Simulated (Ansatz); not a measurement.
# Which metal carries the most channels in a wire one to two nanometres wide, along the close-packed rows (fcc [110], bcc [111])?

At this width the ballistic limit, the number of open channels for a given cross-section, bounds the conductance of an interconnect. How do the metals compare?

Set-up. Ansatz 0.2.0, plane waves with PAW datasets (set soft 1), PBE, Fermi-Dirac smearing of 0.05 eV, no spin-orbit coupling, spin for Fe and Ni alone, though thin wires of other open-d metals (V, Pd, Pt, Rh, Ir) may turn magnetic. The thickest wire run for each metal, cut from the fcc or bcc crystal and relaxed, which can rearrange its surface; A = n Ω / c for n atoms of bulk volume Ω in the period c as cut; G counts band crossings, half a G₀ a spin, averaged over the Fermi window at 300 K.

What came out:

| wire | atoms a period | A (Å²) | G at 300 K (G₀) | count at −25 / 0 / +25 meV | G/A (10¹⁵ S/m²) |
| --- | --- | --- | --- | --- | --- |
| Ta [111] | 37 | 235 | 20.6 | 20 / 21 / 18 | 0.68 |
| Ag [110] | 37 | 225 | 24.8 | 26 / 24 / 25 | 0.85 |
| V [111] | 24 | 124 | 14.2 | 17 / 17 / 13 | 0.89 |
| Nb [111] | 37 | 234 | 27.4 | 28 / 32 / 29 | 0.91 |
| Al [110] | 37 | 214 | 25.5 | 31 / 23 / 22 | 0.92 |
| Au [110] | 37 | 226 | 28.1 | 28 / 28 / 28 | 0.96 |
| W [111] | 37 | 215 | 30.2 | 29 / 30 / 34 | 1.09 |
| Cu [110] | 37 | 172 | 24.5 | 23 / 24 / 26 | 1.10 |
| Fe [111] | 24 | 111 | 17.1 | 17.5 / 17 / 17.5 | 1.19 |
| Mo [111] | 37 | 213 | 37.0 | 36 / 39 / 37 | 1.34 |
| Ni [110] | 37 | 162 | 28.1 | 27 / 28 / 29.5 | 1.35 |
| Ir [110] | 37 | 196 | 35.6 | 34 / 35 / 34 | 1.41 |
| Pt [110] | 37 | 206 | 39.0 | 34 / 39 / 39 | 1.47 |
| Rh [110] | 37 | 192 | 36.8 | 36 / 38 / 40 | 1.49 |

What this shows: G/A runs from 0.68 (Ta [111]) to 1.49 × 10¹⁵ S/m² (Rh [110]). One G₀ per Å² is 7.748 × 10⁻⁵ S / 10⁻²⁰ m² = 7.748 × 10¹⁵ S/m², so for Rh [110] 36.8 G₀ over 192 Å² gives 1.49 × 10¹⁵.

Caveats: Wires differ in width, and the counts show how far a shift of 25 meV in the level moves G, by tens of per cent in some rows, so only large gaps in the ranking mean much. The counts are lower bounds, since opposite crossings within one step of the 90-point path cancel, most where bands are dense. Many slow d channels raise the count but scatter easily; the count says nothing of the mean free path. Runs on some systems are kept out of this data set and are not in the table, so it may lack members of the series.
